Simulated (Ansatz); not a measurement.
# Decaying states in the gap of BaCa2As2

Aim: relax a made-up compound, BaCa2As2, and see how good a tunnel barrier it would be. It is built by putting Ca for Mg in the BaMg2As2 structure of space group P-3m1, with the volume rescaled by atomic radii. The parent structure comes from the Materials Project.

Method: r2SCAN DFT, plane waves, PAW files, in the first sound run; inputs show where later runs differ, in Ansatz 0.2.0.

The structure was built from a prototype and need not be the compound's stable phase.

### Step 1. Set-up

Symmetry: P-3m1, No. 164, trigonal system. The conventional cell has a = 4.743 Å, b = 4.743 Å, c = 8.203 Å, α = 90.00°, β = 90.00°, γ = 120.00°. Nearest to Ba lie 6 As at 3.55 Å. Nearest to Ca lie 4 As at 2.85 to 2.86 Å. As has 4 Ca at 2.85 to 2.86 Å and 3 Ba at 3.55 Å nearest. It derives from BaMg2As2. Ca for Mg in the BaMg2As2 structure of space group P-3m1. Farther neighbours are not listed.

Coordinates:

```cif
data_structure
_symmetry_space_group_name_H-M 'P-3m1'
_symmetry_Int_Tables_number 164
_cell_length_a 4.7434
_cell_length_b 4.7434
_cell_length_c 8.2032
_cell_angle_alpha 90.000
_cell_angle_beta 90.000
_cell_angle_gamma 120.000
_cell_volume 159.84
loop_
_atom_site_label
_atom_site_type_symbol
_atom_site_symmetry_multiplicity
_atom_site_Wyckoff_symbol
_atom_site_fract_x
_atom_site_fract_y
_atom_site_fract_z
_atom_site_occupancy
Ba1 Ba 1 a 0.00000 0.00000 0.00000 1
Ca1 Ca 2 d 0.66667 0.33333 0.37726 1
As1 As 2 d 0.66667 0.33333 0.72476 1
```

### Step 2. Relaxing the new crystal

The substituted atoms don't fit the parent's cell, so cell and atoms relax together. A small smearing keeps the run stable in case the gap closes on the way.

input.yaml reads:

```yaml
crystal:
  lattice:
    - [4.7434298718, 0.0, 0.0]
    - [-2.3717149359, 4.1079307701, 0.0]
    - [0.0, 0.0, 8.2031717204]
  atoms:
    - { symbol: Ba, position: [0.0, 0.0, 0.0] }
    - { symbol: Ca, position: [0.6666666667, 0.3333333333, 0.3772635] }
    - { symbol: Ca, position: [0.3333333333, 0.6666666667, 0.6227365] }
    - { symbol: As, position: [0.6666666667, 0.3333333333, 0.72476472] }
    - { symbol: As, position: [0.3333333333, 0.6666666667, 0.27523528] }
kpoints:
  mp_grid: { grid: [6, 6, 4] }
scf:
  occupations: { method: gaussian, width: 0.03 }
hamiltonian:
  xc: r2scan
output:
  forces: true
  stress: true
relax:
  f_tol: 0.02
  max_steps: 60
  cell: {}
```

The run is started by

```
ansatz run input.yaml --threads 2 --pin off --max-ram 4096MiB --backend cpu --events-out ev --progress --plain --runs-dir out
```

Numbers of over 12 decimals in the logs are rounded to 6 here.

The log of the run:

```text
Engine: ansatz 0.2.0, x86_64-unknown-linux-gnu
Pseudopotentials: kind: paw
Pseudopotential: Ba, paw, valence charge 10, recommended cutoff 500 eV (meta_gga), Ba.paw.azcp
Pseudopotential: Ca, paw, valence charge 10, recommended cutoff 500 eV (meta_gga), Ca.paw.azcp
Pseudopotential: As, paw, valence charge 15, recommended cutoff 500 eV (meta_gga), As.paw.azcp
Functional definition: r2SCAN
  parameter k0 = 0.174
  parameter k1 = 0.065
  parameter a1 = 4.9479
  exchange = r2scan_x(k0 = k0, k1 = k1, a1 = a1)
  correlation = r2scan_c
Crystal: 5 atoms, lattice volume = 159.844 Å³
Basis set: ecut = 500 eV, 4079 PW (Γ), exchange–correlation on 144×144×240 points (64 copies of the dense FFT grid, shifted against one another)
Bands: 36, of which v1, the nominal top of the filled ones, is band 30 counted from 1 (29 counted from 0)
Symmetry: 12 space group operations
Space group: P-3m1 (ITA 164), of the structure as read, at distance tolerance 5.4e-5 Å
k-points: 24 of 144
Non-local potential: Ba, projectors of the file, l = 0: 3, l = 1: 2, l = 2: 2, l = 3: 2
Non-local potential: Ca, projectors of the file, l = 0: 3, l = 1: 2, l = 2: 2
Non-local potential: As, projectors of the file, l = 0: 2, l = 1: 2, l = 2: 3, l = 3: 1
PAW form: soft (Blöchl's): semilocal exchange-correlation on the pseudo side does not see the compensation charge
PAW frozen core: Ba, regenerated for the run's functional (the file was generated under x = pbe(κ = 0.804, μ = 0.219515), c = pbe(β = 0.066725))
PAW frozen core: Ca, regenerated for the run's functional (the file was generated under x = pbe(κ = 0.804, μ = 0.219515), c = pbe(β = 0.066725))
PAW frozen core: As, regenerated for the run's functional (the file was generated under x = pbe(κ = 0.804, μ = 0.219515), c = pbe(β = 0.066725))
PAW one-centre angular grid: Ba, 302 points (default); XC on 160 Gauss nodes
PAW one-centre angular grid: Ca, 302 points (default); XC on 160 Gauss nodes
PAW one-centre angular grid: As, 590 points (default); XC on 160 Gauss nodes
Initial density: superposition of atomic densities (neutral atoms: chi_scale 0, normalization atom), corrected by the library's trained network
Initial wavefunctions: pseudopotential atomic-orbital guess
Functional: x = r2scan, c = r2scan; τ floored in thin density (d = 2e-4 eV/Å³)
SCF iter   1: F=—  HF=-19343.694801 eV  |F-HF|=—  |Δ(HF+E_count)|=         —  Δρ=5.49e-3  dr2=1.01e-1  dr2_τ=1.79e-2  ethr=1.77e-3  ⟨swp⟩=9.4  Hψ=4296  notcnv=0  defer=2
preconditioner: auto → Resta (q_TF=auto, 2.317 Å⁻¹)  ε∞=3.2  [insulator: Δε(μ)=1.782 eV  Ē_g=9.246 eV  σ=0.030 eV  W_gap=1.00  n_scr=36 (ndim 8)  ℏωp=13.8 eV  f_vac=0.019  D(μ)=0.00/eV (n_scr^D=0)  ε∞_Penn≈3.2]
SCF iter   2: F=—  HF=-19343.813259 eV  |F-HF|=—  |Δ(HF+E_count)|=   1.18e-1  Δρ=2.21e-3  dr2=1.24e-2  dr2_τ=5.66e-4  ethr=1.68e-4  ⟨swp⟩=4.4  Hψ=1985  notcnv=0  defer=40
SCF iter   3: F=—  HF=-19343.811163 eV  |F-HF|=—  |Δ(HF+E_count)|=   2.10e-3  Δρ=8.53e-4  dr2=1.29e-3  dr2_τ=8.39e-5  ethr=2.06e-5  ⟨swp⟩=3.6  Hψ=1667  notcnv=0  defer=16
automatic band count: iteration 3 solves 35 bands in place of 36: the levels show a gap, and the empty bands left out lie too high to hold charge; the band table lists the bands solved (type scf.n_extra_bands for more)
SCF iter   4: F=—  HF=-19343.811279 eV  |F-HF|=—  |Δ(HF+E_count)|=   1.16e-4  Δρ=3.43e-4  dr2=1.51e-4  dr2_τ=1.28e-5  ethr=2.16e-6  ⟨swp⟩=2.0  Hψ=1082  notcnv=0  defer=16
SCF iter   5: F=—  HF=-19343.811352 eV  |F-HF|=—  |Δ(HF+E_count)|=   7.30e-5  Δρ=6.93e-5  dr2=1.31e-5  dr2_τ=4.83e-7  ethr=2.52e-7  ⟨swp⟩=2.8  Hψ=1242  notcnv=0  defer=16
SCF iter   6: F=—  HF=-19343.811293 eV  |F-HF|=—  |Δ(HF+E_count)|=   5.95e-5  Δρ=1.91e-5  dr2=9.13e-7  dr2_τ=3.95e-8  ethr=2.18e-8  ⟨swp⟩=2.0  Hψ=1006  notcnv=0  defer=16
SCF iter   7: F=-19343.811293 eV  HF=-19343.811293 eV  |F-HF|=6.88e-9  |Δ(HF+E_count)|=   4.72e-7  Δρ=4.66e-6  dr2=5.47e-8  dr2_τ=4.68e-9  ethr=1.67e-10  ⟨swp⟩=5.0  Hψ=3278  notcnv=0
SCF 1 converged in 7 iterations: F = -19343.811293 eV  dr2 = 5.47e-8
  greatest PAW one-centre occupation: 0.999 electrons in one spin orbital (limit 2), on the As atom at site 4 (counted from 0), in its partial waves of l = 2
relax step   1: F+E_penalty+E_count = -19343.81129302 eV  Δ(F+E_penalty+E_count) = +0.000e0 eV  max|allowed force component| = 9.844e-1 eV/Å  Δτ_max = 0.0000 Å  P = +2.397 GPa  Ω = 159.844 Å³  (7 SCF iters, dr2 threshold 1.00e-7 eV, accepted)
Crystal: 5 atoms, lattice volume = 168.150 Å³
Basis set: ecut = 500 eV, 4271 PW (Γ), exchange–correlation on 144×144×240 points (64 copies of the dense FFT grid, shifted against one another)
Initial density: handed on by an earlier stage of this run
Initial wavefunctions: those handed on with the density
iter 1 solved again at ethr=6.35e-4 eV; its pass at ethr=3.10e-3 eV (dr2=3.81e-1 eV) is discarded
SCF iter   1: F=—  HF=-19343.774453 eV  |F-HF|=—  |Δ(HF+E_count)|=         —  Δρ=1.20e-2  dr2=3.81e-1  dr2_τ=1.57e0  ethr=6.35e-4  ⟨swp⟩=1.0  Hψ=4842  notcnv=0
automatic band count: iteration 1 solves 35 bands in place of 36: the levels show a gap, and the empty bands left out lie too high to hold charge; the band table lists the bands solved (type scf.n_extra_bands for more)
preconditioner: auto → Resta (q_TF=auto, 2.298 Å⁻¹)  ε∞=3.3  [insulator: Δε(μ)=1.607 eV  Ē_g=8.827 eV  σ=0.030 eV  W_gap=1.00  n_scr=34 (ndim 8)  ℏωp=13.4 eV  f_vac=0.041  D(μ)=0.00/eV (n_scr^D=0)  ε∞_Penn≈3.3]
SCF iter   2: F=—  HF=-19344.040542 eV  |F-HF|=—  |Δ(HF+E_count)|=   2.66e-1  Δρ=6.11e-3  dr2=4.62e-2  dr2_τ=2.63e-3  ethr=6.35e-4  ⟨swp⟩=3.4  Hψ=1852  notcnv=0  defer=1
SCF iter   3: F=—  HF=-19344.035185 eV  |F-HF|=—  |Δ(HF+E_count)|=   5.36e-3  Δρ=1.67e-3  dr2=4.81e-3  dr2_τ=1.74e-4  ethr=7.71e-5  ⟨swp⟩=3.2  Hψ=1741  notcnv=0  defer=1
SCF iter   4: F=—  HF=-19344.036018 eV  |F-HF|=—  |Δ(HF+E_count)|=   8.34e-4  Δρ=4.79e-4  dr2=4.71e-4  dr2_τ=1.57e-5  ethr=8.02e-6  ⟨swp⟩=2.4  Hψ=1642  notcnv=0  defer=1
SCF iter   5: F=—  HF=-19344.036168 eV  |F-HF|=—  |Δ(HF+E_count)|=   1.50e-4  Δρ=1.26e-4  dr2=6.54e-5  dr2_τ=1.12e-6  ethr=7.85e-7  ⟨swp⟩=2.0  Hψ=1513  notcnv=0  defer=1
SCF iter   6: F=—  HF=-19344.036138 eV  |F-HF|=—  |Δ(HF+E_count)|=   3.07e-5  Δρ=5.76e-5  dr2=1.19e-5  dr2_τ=2.42e-7  ethr=1.09e-7  ⟨swp⟩=2.0  Hψ=1512  notcnv=0  defer=1
SCF iter   7: F=-19344.036139 eV  HF=-19344.036140 eV  |F-HF|=8.15e-9  |Δ(HF+E_count)|=   1.91e-6  Δρ=1.39e-5  dr2=4.85e-7  dr2_τ=3.71e-8  ethr=8.33e-10  ⟨swp⟩=3.7  Hψ=3818  notcnv=0
SCF 2 converged in 7 iterations: F = -19344.036139 eV  dr2 = 4.85e-7
relax step   2: F+E_penalty+E_count = -19344.03613950 eV  Δ(F+E_penalty+E_count) = -2.248e-1 eV  max|allowed force component| = 2.581e-1 eV/Å  Δτ_max = 0.1903 Å  P = -0.876 GPa  Ω = 168.150 Å³  energy of the carried Pulay correction = -6.017e-4 eV  (7 SCF iters, dr2 threshold 5.00e-7 eV, accepted)
Crystal: 5 atoms, lattice volume = 165.884 Å³
Basis set: ecut = 500 eV, 4223 PW (Γ), exchange–correlation on 144×144×240 points (64 copies of the dense FFT grid, shifted against one another)
iter 1 solved again at ethr=1.16e-5 eV; its pass at ethr=3.10e-3 eV (dr2=6.93e-3 eV) is discarded
SCF iter   1: F=—  HF=-19344.047473 eV  |F-HF|=—  |Δ(HF+E_count)|=         —  Δρ=2.29e-3  dr2=6.92e-3  dr2_τ=3.18e-2  ethr=1.16e-5  ⟨swp⟩=2.0  Hψ=4639  notcnv=0
automatic band count: iteration 1 solves 35 bands in place of 36: the levels show a gap, and the empty bands left out lie too high to hold charge; the band table lists the bands solved (type scf.n_extra_bands for more)
preconditioner: auto → Resta (q_TF=auto, 2.303 Å⁻¹)  ε∞=3.4  [insulator: Δε(μ)=1.770 eV  Ē_g=8.817 eV  σ=0.030 eV  W_gap=1.00  n_scr=34 (ndim 8)  ℏωp=13.5 eV  f_vac=0.024  D(μ)=0.00/eV (n_scr^D=0)  ε∞_Penn≈3.4]
SCF iter   2: F=—  HF=-19344.056789 eV  |F-HF|=—  |Δ(HF+E_count)|=   9.32e-3  Δρ=1.22e-3  dr2=1.71e-3  dr2_τ=4.50e-5  ethr=1.15e-5  ⟨swp⟩=2.0  Hψ=1680  notcnv=0
SCF iter   3: F=—  HF=-19344.056505 eV  |F-HF|=—  |Δ(HF+E_count)|=   2.83e-4  Δρ=2.30e-4  dr2=8.93e-5  dr2_τ=7.06e-6  ethr=2.85e-6  ⟨swp⟩=2.0  Hψ=1622  notcnv=0
SCF iter   4: F=—  HF=-19344.056483 eV  |F-HF|=—  |Δ(HF+E_count)|=   2.21e-5  Δρ=7.87e-5  dr2=1.02e-5  dr2_τ=6.19e-7  ethr=1.49e-7  ⟨swp⟩=2.0  Hψ=1512  notcnv=0
SCF iter   5: F=—  HF=-19344.056491 eV  |F-HF|=—  |Δ(HF+E_count)|=   7.72e-6  Δρ=1.60e-5  dr2=7.77e-7  dr2_τ=3.15e-8  ethr=1.70e-8  ⟨swp⟩=2.0  Hψ=1560  notcnv=0
SCF iter   6: F=-19344.056491 eV  HF=-19344.056491 eV  |F-HF|=1.98e-7  |Δ(HF+E_count)|=   2.86e-7  Δρ=6.27e-6  dr2=1.13e-7  dr2_τ=3.61e-9  ethr=8.33e-10  ⟨swp⟩=4.8  Hψ=3276  notcnv=0
SCF 3 converged in 6 iterations: F = -19344.056491 eV  dr2 = 1.13e-7
relax step   3: F+E_penalty+E_count = -19344.05649123 eV  Δ(F+E_penalty+E_count) = -2.035e-2 eV  max|allowed force component| = 6.344e-2 eV/Å  Δτ_max = 0.0389 Å  P = -0.251 GPa  Ω = 165.884 Å³  energy of the carried Pulay correction = -4.406e-4 eV  (6 SCF iters, dr2 threshold 5.00e-7 eV, accepted)
[...]
relax step   4: F+E_penalty+E_count = -19344.05866049 eV  Δ(F+E_penalty+E_count) = -2.169e-3 eV  max|allowed force component| = 1.292e-2 eV/Å  Δτ_max = 0.0095 Å  P = +0.029 GPa  Ω = 164.701 Å³  energy of the carried Pulay correction = -3.555e-4 eV  (5 SCF iters, dr2 threshold 5.00e-7 eV, accepted)
[...]
relax step   5: F+E_penalty+E_count = -19344.05883076 eV  Δ(F+E_penalty+E_count) = -1.703e-4 eV  max|allowed force component| = 3.479e-3 eV/Å  Δτ_max = 0.0015 Å  P = +0.016 GPa  Ω = 164.698 Å³  energy of the carried Pulay correction = -3.553e-4 eV  (6 SCF iters, dr2 threshold 1.46e-8 eV, accepted)
Initial wavefunctions: pseudopotential atomic-orbital guess (no wavefunctions were taken with the density)
iter 1 solved again at ethr=2.44e-7 eV; its pass at ethr=3.10e-3 eV (dr2=1.46e-4 eV) is discarded
SCF iter   1: F=—  HF=-19344.059195 eV  |F-HF|=—  |Δ(HF+E_count)|=         —  Δρ=5.14e-5  dr2=3.22e-7  dr2_τ=1.65e-6  ethr=2.44e-7  ⟨swp⟩=3.0  Hψ=6365  notcnv=0
preconditioner: auto → Resta (q_TF=auto, 2.306 Å⁻¹)  ε∞=3.3  [insulator: Δε(μ)=1.767 eV  Ē_g=9.032 eV  σ=0.030 eV  W_gap=1.00  n_scr=34 (ndim 8)  ℏωp=13.6 eV  f_vac=0.026  D(μ)=0.00/eV (n_scr^D=0)  ε∞_Penn≈3.3]
SCF iter   2: F=—  HF=-19344.059260 eV  |F-HF|=—  |Δ(HF+E_count)|=   6.51e-5  Δρ=2.67e-5  dr2=9.19e-8  dr2_τ=1.79e-7  ethr=5.36e-10  ⟨swp⟩=2.0  Hψ=1584  notcnv=0
SCF iter   3: F=—  HF=-19344.059262 eV  |F-HF|=—  |Δ(HF+E_count)|=   1.97e-6  Δρ=3.30e-6  dr2=2.44e-9  dr2_τ=2.70e-9  ethr=1.53e-10  ⟨swp⟩=2.0  Hψ=1584  notcnv=0
SCF iter   4: F=—  HF=-19344.059262 eV  |F-HF|=—  |Δ(HF+E_count)|=   2.15e-8  Δρ=3.63e-7  dr2=1.06e-10  dr2_τ=3.90e-11  ethr=4.06e-12  ⟨swp⟩=2.0  Hψ=1584  notcnv=0
SCF iter   5: F=-19344.059262 eV  HF=-19344.059262 eV  |F-HF|=3.27e-11  |Δ(HF+E_count)|=  3.53e-10  Δρ=1.12e-7  dr2=1.32e-11  dr2_τ=3.27e-12  ethr=1.00e-12  ⟨swp⟩=4.0  Hψ=2805  notcnv=0
SCF 6 converged in 5 iterations: F = -19344.059262 eV  dr2 = 1.32e-11
relax step   6: F+E_penalty+E_count = -19344.05926182 eV  Δ(F+E_penalty+E_count) = -4.311e-4 eV  max|allowed force component| = 3.422e-3 eV/Å  Δτ_max = 0.0000 Å  P = +0.017 GPa  Ω = 164.698 Å³  stress off target by 3.66e-2 GPa  SCF on the basis re-selected at this cell (its energy is not comparable with the rows above)  (5 SCF iters)
basis re-selected at this cell: Δ(F+E_penalty+E_count) = -4.311e-4 eV, ΔP = +0.001 GPa vs the last step (what re-selecting the basis moved, of the pressure what is left beyond the Pulay correction that the steps carried, after the strain that the cell walked since its last selection, with what the two solves' SCF thresholds leave and, on support functions, any second-order correction that the steps lacked; it is no m [...]
SCF converged after 5 iterations
Free energy (F): -19344.059262 eV
Harris-Foulkes:  -19344.059262 eV  (|F-HF|=3.27e-11)
Internal energy: -19344.059262 eV  (E = F + TS)
E sigma→0 (E₀):  -19344.059262 eV
Fermi energy:    6.884569 eV
--- Per-component energies (eV) ---
  E_band       = -918.273056
  E_kinetic    = 931.759807
  E_local      = -6251.186821  (includes V_loc(G=0)·N_el)
  E_nonlocal   = -1158.169408
  E_hartree    = 2972.139831
  E_xc         = -580.382321
  E_vxc        = -705.171024  (∫ρ·V_xc dr)
  E_paw        = -10675.098508  (= ΣΔE_a)
  E_vpaw       = 281.171410  (= ΣTr[D̂ρ^β])
  E_aug_tail   = -0.000021  (compensation charges beyond the density's cutoff)
  E_vtau       = 39.043352  (kinetic-family band-sum trace: ∫τ·v_τ [+ j·A + Jᵃ·Aᵃ] dr)
  E_ewald      = -4579.836091
  E_core_change = -3.285730  (= ΣΔE_core)
  E_smearing   = -0.000000  (= −TS)
  E_closure    = 0.000000  (closes the sum)
  Σ components = -19344.059262   (vs F -19344.059262, Δ=0.00e0)
--- Forces (eV/Å), atoms counted from 1 ---
  atom   1  Ba    -0.00000000     0.00000000     0.00000000
  atom   2  Ca     0.00000000     0.00000000     0.00342184
  atom   3  Ca     0.00000000    -0.00000000    -0.00342184
  atom   4  As    -0.00000000     0.00000000     0.00107347
  atom   5  As    -0.00000000    -0.00000000    -0.00107347
  max |Σ_I F_I| component: 1.79e-17 eV/Å
--- Stress (GPa, compression-positive) ---
        0.036627       0.000000      -0.000000
        0.000000       0.036627       0.000000
        0.000000       0.000000      -0.022598
  P = ⅓ Tr σ = 0.0169 GPa (0.169 kbar)
--- Relaxed structure (5 steps of the walk, 5 accepted, 1 SCFs on fresh bases) ---
  F+E_penalty+E_count = -19344.05926182 eV   max|allowed force component| = 3.422e-3 eV/Å   (the final SCF, on the basis selected at the relaxed cell)
  cell:  # Å, volume = 164.6980 Å³
    - [4.872631, 0, 0]
    - [-2.436316, 4.219822, 0]
    - [0, 0, 8.009966]
  atoms:
    - { symbol: Ba, position: [0, 0, 5.075276349501223e-19] }
    - { symbol: Ca, position: [0.666667, 0.333333, 0.362532] }
    - { symbol: Ca, position: [0.333333, 0.666667, 0.637468] }
    - { symbol: As, position: [0.666667, 0.333333, 0.743128] }
    - { symbol: As, position: [0.333333, 0.666667, 0.256872] }
```

Run time: 14 s. Hardware: 2 threads of AMD EPYC 9R45, shared host; peak memory 0.93 GiB.

The steps of the relaxation:

```tsv
step	energy less that of the first step (eV)	largest force component (eV/Å)	pressure (GPa)	volume (Å³)
1	0.0000	0.9844	2.40	159.84
2	-0.2248	0.2581	-0.88	168.15
3	-0.2452	0.0634	-0.25	165.88
4	-0.2474	0.0129	0.03	164.70
5	-0.2475	0.0035	0.02	164.70
6*	-0.2480	0.0034	0.02	164.70
```

Relaxation steps marked * repeat the geometry before them on a plane-wave basis chosen anew for their cell, so energy and pressure can jump there.

Forces are held to the 12 operations that the run works with; a distortion that breaks them can't arise in this run.

```tsv
conventional cell, symmetrised	before	after	change
a (Å)	4.743	4.873	+2.7 %
b (Å)	4.743	4.873	+2.7 %
c (Å)	8.203	8.010	-2.4 %
volume (Å³/atom)	31.97	32.94	+3.0 %
```

The atoms that moved most (Å, as changes of fractional coordinates times the final cell):

```tsv
atom	dx	dy	dz	length
As4	0.000	0.000	0.147	0.147
As5	0.000	0.000	-0.147	0.147
Ca2	0.000	0.000	-0.118	0.118
Ca3	0.000	0.000	0.118	0.118
```

This step gave:

- free energy: -19344.0593 eV
- Fermi energy: 6.885 eV
- pressure: 0.01689 GPa

The largest force component on a free atom ends at 0.0034 eV/Å.

### Step 3. The bulk crystal and its band edges

The energy window and the wavevectors of the next steps follow from the band edges, so these are searched first, off the mesh as well.

input.yaml reads:

```yaml
crystal:
  lattice:
    - [4.8726311283, 0.0, 0.0]
    - [-2.4363155642, 4.2198223404, 0.0]
    - [0.0, 0.0, 8.009966315]
  atoms:
    - { symbol: Ba, position: [0.0, 0.0, 0.0] }
    - { symbol: Ca, position: [0.6666666667, 0.3333333333, 0.3625316048] }
    - { symbol: Ca, position: [0.3333333333, 0.6666666667, 0.6374683952] }
    - { symbol: As, position: [0.6666666667, 0.3333333333, 0.7431281413] }
    - { symbol: As, position: [0.3333333333, 0.6666666667, 0.2568718587] }
kpoints:
  mp_grid: { grid: [6, 6, 4] }
  band_path: { path: [VBM, CBM], npoints: 30 }
scf:
  occupations: { method: fixed }
hamiltonian:
  xc: r2scan
output:
  eigenvalues: true
  write_potential: true
  write_density: true
  volumetric_format: npy
```

The log of the run:

```text
[...]
Crystal: 5 atoms, lattice volume = 164.698 Å³
Basis set: ecut = 500 eV, 4199 PW (Γ), exchange–correlation on 144×144×240 points (64 copies of the dense FFT grid, shifted against one another)
Bands: 36, of which v1, the nominal top of the filled ones, is band 30 counted from 1 (29 counted from 0)
Symmetry: 12 space group operations
[...]
k-points: 24 of 144
[...]
SCF iter   1: F=—  HF=-19343.959153 eV  |F-HF|=—  |Δ(HF+E_count)|=         —  Δρ=5.48e-3  dr2=1.10e-1  dr2_τ=1.42e-2  ethr=1.77e-3  ⟨swp⟩=5.2  Hψ=3084  notcnv=0  defer=81
[...]
SCF iter   7: F=-19344.059262 eV  HF=-19344.059262 eV  |F-HF|=8.51e-9  |Δ(HF+E_count)|=   4.09e-7  Δρ=3.88e-6  dr2=3.52e-8  dr2_τ=3.28e-9  ethr=1.67e-10  ⟨swp⟩=12.8  Hψ=4400  notcnv=0
SCF 1 converged in 7 iterations: F = -19344.059262 eV  dr2 = 3.52e-8
[...]
NSCF: frozen V_eff on 34 k-points
[...]
SCF converged after 7 iterations
Free energy (F): -19344.059262 eV
[...]
Internal energy: -19344.059262 eV  (E = F + TS)
E sigma→0 (E₀):  -19344.059262 eV
Fermi energy:    6.001481 eV
[...]
--- Band table (eV; the first three rows and the last of 24) ---
  k-point 0: bands = [... 26 lower, 5.4966, 5.7849, 5.7849, 6.0015, 8.4834, 8.9366, 8.9366, 9.5305, ... 2 higher]
  k-point 1: bands = [... 26 lower, 5.4300, 5.5691, 5.8637, 5.8637, 9.0818, 9.0818, 9.1077, 9.5130, ... 2 higher]
  k-point 2: bands = [... 26 lower, 5.3818, 5.3818, 5.9242, 5.9242, 9.3353, 9.3353, 9.4911, 9.8327, ... 2 higher]
  k-point 23: bands = [... 26 lower, 5.0037, 5.3670, 5.6452, 5.6452, 8.6013, 9.0648, 9.0648, 9.8792, ... 2 higher]
```

Wall time 9.5 s (2 threads); peak memory 0.82 GiB; 18 s of CPU time.

The column dr2 measures how far the density is from self-consistency, as an energy; F and HF (Harris–Foulkes) agree once it is small.

This step gave:

```yaml
fermi_energy: 6.001 eV
gap_on_the_k_mesh: 1.767 eV
gap_on_path: 1.767 eV, by band count; negative where bands overlap
direct_gap_on_path: 1.841 eV
edge_places_on_path: 0, 0.7445 1/A along the path
```

Electronic bands along the path, in eV, zero at the Fermi level (highest filled level under fixed occupations); v1 is the highest filled band, c1 the lowest empty one:

```tsv
point	v4	v3	v2	v1	c1	c2	c3	c4
VBM	-0.50	-0.22	-0.22	0.00	2.48	2.94	2.94	3.53
halfway	-0.73	-0.44	-0.21	-0.18	2.37	3.23	3.27	3.94
CBM	-0.64	-0.43	-0.34	-0.07	1.77	3.36	3.62	3.86
```

The searched edges give 1.77 eV, as on the mesh.

(Part 1 of 3 ends here.)

[Logs are printed without paths, hosts, clocks, repeated set-up lines and the standing remarks that a program may print on its own settings, such as how far it seeks lower states.]

[Hosts, paths, dates, database ids (printed as entryN), source tags and the programs' standing remarks are cut or masked in the printed files.]
